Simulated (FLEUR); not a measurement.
# Collinear magnetic orders of NiO with FLEUR, part 3 of 3

A self-consistent run ends on one state, which hangs on the start. Several orders of NiO are started in FLEUR and their energies compared.

FLEUR MaX-R8.1; PBEsol; all-electron FLAPW, Dirac cores, scalar-relativistic bands.

So far, largest spin moment in the muffin-tin sphere (μB): step 2 (order 1, typed as ferro +) 0.927; step 3 (order 2, typed as antiferro q=(0,1/2,1/2) +-) 0.675; step 4 (run 3 (antiferro q=(0,0,1/2) +-)) 1.31.

### Step 5. Order 4, typed as no spin polarisation

A spinless run gives the zero against which the gain from the moments is read.

The k list default-1 (kpts.xml, not shown) is a Γ-centred 8×8×8 mesh.

Contents of inp.xml:

```
<?xml version="1.0" encoding="UTF-8" standalone="no"?>
<fleurInput fleurInputVersion="0.39">
   <comment>
      NiO
   </comment>
   <calculationSetup>
      <cutoffs Kmax="4.32" Gmax="13.0" GmaxXC="13.0" numbands="0"/>
      <scfLoop itmax="130" minDistance="0.00002" maxIterBroyd="15" imix="Anderson" alpha="0.05" precondParam="0.0" spinf="2.0" sdNocoIR="T"/>
      <coreElectrons ctail="T" frcor="F" kcrel="0" coretail_lmax="0"/>
      <xcFunctional name="PBEs" relativisticCorrections="F"/>
      <magnetism jspins="1"/>
      <soc l_soc="F" theta="0.0" phi="0.0" spav="F"/>
      <expertModes spex="0" secvar="F"/>
      <geometryOptimization l_f="F" forcealpha="1.0" forcemix="BFGS" epsdisp="0.00001" epsforce="0.00001"/>
      <ldaU l_linMix="F" mixParam="0.05" spinf="1.0"/>
   </calculationSetup>
   <cell>
      <bzIntegration valenceElectrons="24.0" mode="hist" fermiSmearingEnergy="0.00183747">
         <kPointListSelection listName="default-1"/>
         <xi:include xmlns:xi="http://www.w3.org/2001/XInclude" href="kpts.xml"> </xi:include>
      </bzIntegration>
      <xi:include xmlns:xi="http://www.w3.org/2001/XInclude" href="sym.xml"> </xi:include>
      <bulkLattice scale="1.0">
         <bravaisMatrix>
            <row-1>    0.0000000000000000     3.9417828250996005     3.9417828250996005</row-1>
            <row-2>    3.9417828250996005     0.0000000000000000     3.9417828250996005</row-2>
            <row-3>    3.9417828250996005     3.9417828250996005     0.0000000000000000</row-3>
         </bravaisMatrix>
      </bulkLattice>
   </cell>
   <atomSpecies>
      <species name="Nickel (Ni)" element="Ni" atomicNumber="28">
         <mtSphere radius="2.46" gridPoints="813" logIncrement="0.015"/>
         <atomicCutoffs lmax="10" lnonsphr="8"/>
         <electronConfig flipSpins="F">
            <coreConfig>(1s1/2) (2s1/2) (2p1/2) (2p3/2)</coreConfig>
            <valenceConfig>(3s1/2) (3p1/2) (3p3/2) (4s1/2) (3d3/2) (3d5/2)</valenceConfig>
            <stateOccupation state="(3d3/2)" spinUp="1.600000" spinDown="1.600000"/>
            <stateOccupation state="(3d5/2)" spinUp="2.400000" spinDown="2.400000"/>
         </electronConfig>
         <energyParameters s="4" p="4" d="3" f="4"/>
         <lo type="SCLO" l="0" n="3" eDeriv="0"/>
         <lo type="SCLO" l="1" n="3" eDeriv="0"/>
      </species>
      <species name="Oxygen (O)" element="O" atomicNumber="8">
         <mtSphere radius="1.39" gridPoints="461" logIncrement="0.023"/>
         <atomicCutoffs lmax="6" lnonsphr="4"/>
         <electronConfig flipSpins="F">
            <coreConfig>(1s1/2)</coreConfig>
            <valenceConfig>(2s1/2) (2p1/2) (2p3/2)</valenceConfig>
            <stateOccupation state="(2p1/2)" spinUp="0.666667" spinDown="0.666667"/>
            <stateOccupation state="(2p3/2)" spinUp="1.333333" spinDown="1.333333"/>
         </electronConfig>
         <energyParameters s="2" p="2" d="3" f="4"/>
      </species>
   </atomSpecies>
   <atomGroups>
      <atomGroup species="Nickel (Ni)">
         <relPos label="                   1">.0000000000 .0000000000 .0000000000</relPos>
         <force calculate="T" relaxXYZ="TTT"/>
      </atomGroup>
      <atomGroup species="Oxygen (O)">
         <relPos label="                   2">1.000/2.000 1.000/2.000 1.000/2.000</relPos>
         <force calculate="T" relaxXYZ="TTT"/>
      </atomGroup>
   </atomGroups>
   <output dos="F" band="F" slice="F">
      <bandDOS minEnergy="-.5*Htr" maxEnergy="0.5*Htr" sigma="0.015" storeEVData="T"/>
      <plotting iplot="0" polar="F">
         <plot TwoD="T" vec1="  1.0  0.0  0.0" vec2="  0.0  1.0  0.0" vec3="  0.0  0.0  1.0" zero="  0.0  0.0  0.0" file="plot"/>
      </plotting>
      <moessbauerParams electricFieldGradient="F" isomerShift="F" coreHyperfine="F" valenceHyperfine="F"/>
   </output>
</fleurInput>
```

Contents of crystal.txt:

```
NiO
&input film=F cartesian=F /
0.00000000000  2.08590164140  2.08590164140
2.08590164140  0.00000000000  2.08590164140
2.08590164140  2.08590164140  0.00000000000
1.8897261246
1.0 1.0 1.0

2
28 0.00000000000  0.00000000000  0.00000000000
8 0.50000000000  0.50000000000  0.50000000000

&kpt div1=8 div2=8 div3=8 gamma=T /
```

Launch:

```bash
OMP_NUM_THREADS=1 inpgen -f crystal.txt > inpgen.log  # inp.xml is then edited as shown
OMP_NUM_THREADS=1 mpirun -n 4 fleur_MPI > fleur.log
```

The program printed:

```text
[banner, memory and clock lines left out]
Welcome to FLEUR        (www.flapw.de)
      MaX-Release 8.1          (www.max-centre.eu)

 ========== k-point set info ==========
 Selected k-point list: default-1
 k-point list type: mesh
 0 x 0 x 0
 Number of k points: 32

 [... set-up left out ...]
 Iteration:     1   Distance:      33.65881691 me/bohr^3
 Iteration:     2   Distance:      31.18359457 me/bohr^3
 Iteration:     3   Distance:      14.31283176 me/bohr^3
 Iteration:     4   Distance:       9.60829509 me/bohr^3
 Iteration:     5   Distance:      12.14062869 me/bohr^3
[...]
<FermiEnergy value="0.3201024709" units="Htr"/>
         [... left out ...]
         <totalEnergy value="    -1594.5183567745" units="Htr">
            <sumOfEigenvalues value="     -908.2501709718">
               <coreElectrons value="-891.4181417465"/>
               <valenceElectrons value="-16.8320292253"/>
            </sumOfEigenvalues>
         [... left out ...]
            <freeEnergy value="-1594.5191975019"/>
            <extrapolationTo0K value="-1594.5187771382"/>
         </totalEnergy>
         <densityConvergence units="me/bohr^3">
            <chargeDensity spin="1" distance="0.0000046734"/>
         </densityConvergence>
      </iteration>
```

Run time: 5.7 s. Hardware: 4 MPI ranks of Intel Xeon 6975P-C (Granite Rapids), shared host; peak memory 0.2 GiB; 22 s of CPU time.

This step gave:

* free energy: -43389.0778 eV
* program's band gap on this mesh (in a metal only a level spacing): 0.03137 eV
* final state: non-magnetic (no spin polarisation)

It lies 43.6 meV a seeded atom over the first start.

### Step 6. Ranking

Free energies are divided by the number of seeded atoms, so that cells of unlike size compare. Wavevectors q in the names are fractions of the primitive cell's reciprocal vectors.

Orders:

| start | final state | typed order kept | energy over the lowest (meV a seeded atom) | largest sphere moment (μB) | net moment (μB a primitive cell) | mesh matched | CPU time (s) |
| --- | --- | --- | --- | --- | --- | --- | --- |
| ferro + | ferromagnetic | yes | 257.8 | 0.9272 | 1.075 | yes | 60.27 |
| antiferro q=(0,1/2,1/2) +- | antiferromagnetic | yes | 271.3 | 0.6755 | 0 | yes | 364 |
| antiferro q=(0,0,1/2) +- | antiferromagnetic | yes | 0 | 1.308 | 0 | yes | 183.5 |
| no spin polarisation | non-magnetic | - | 301.4 | 0 | 0 | yes | 21.82 |

### Step 7. Summary of results

```json
{
 "lowest state found": "antiferromagnetic (typed antiferro q=(0,0,1/2) +-)",
 "largest site spin moment": "1.31 μB",
 "next finished state": "ferromagnetic, 258 meV a seeded atom higher",
 "energy gained by spin polarisation": "301 meV a seeded atom"
}
```

What this shows: The lowest state found is antiferromagnetic, reached from the start antiferro q=(0,0,1/2) +-, with moments up to 1.31 μB. The next finished state costs 258 meV a seeded atom. Only 4 starts were tried; other patterns of signs, canted and longer-period orders were not.

[Logs and program files are shortened in this print: banners, set-up blocks, solver, clock and traceback lines can be left out without a mark of their own.]

[Logs are printed without paths, hosts, clocks, repeated set-up lines and the standing remarks that a program may print on its own settings, such as how far it seeks lower states.]

[Hosts, paths, dates, database ids (printed as entryN), source tags and the programs' standing remarks are cut or masked in the printed files.]

[Where a cell is said to come from a database of computed structures, the database is the Materials Project.]
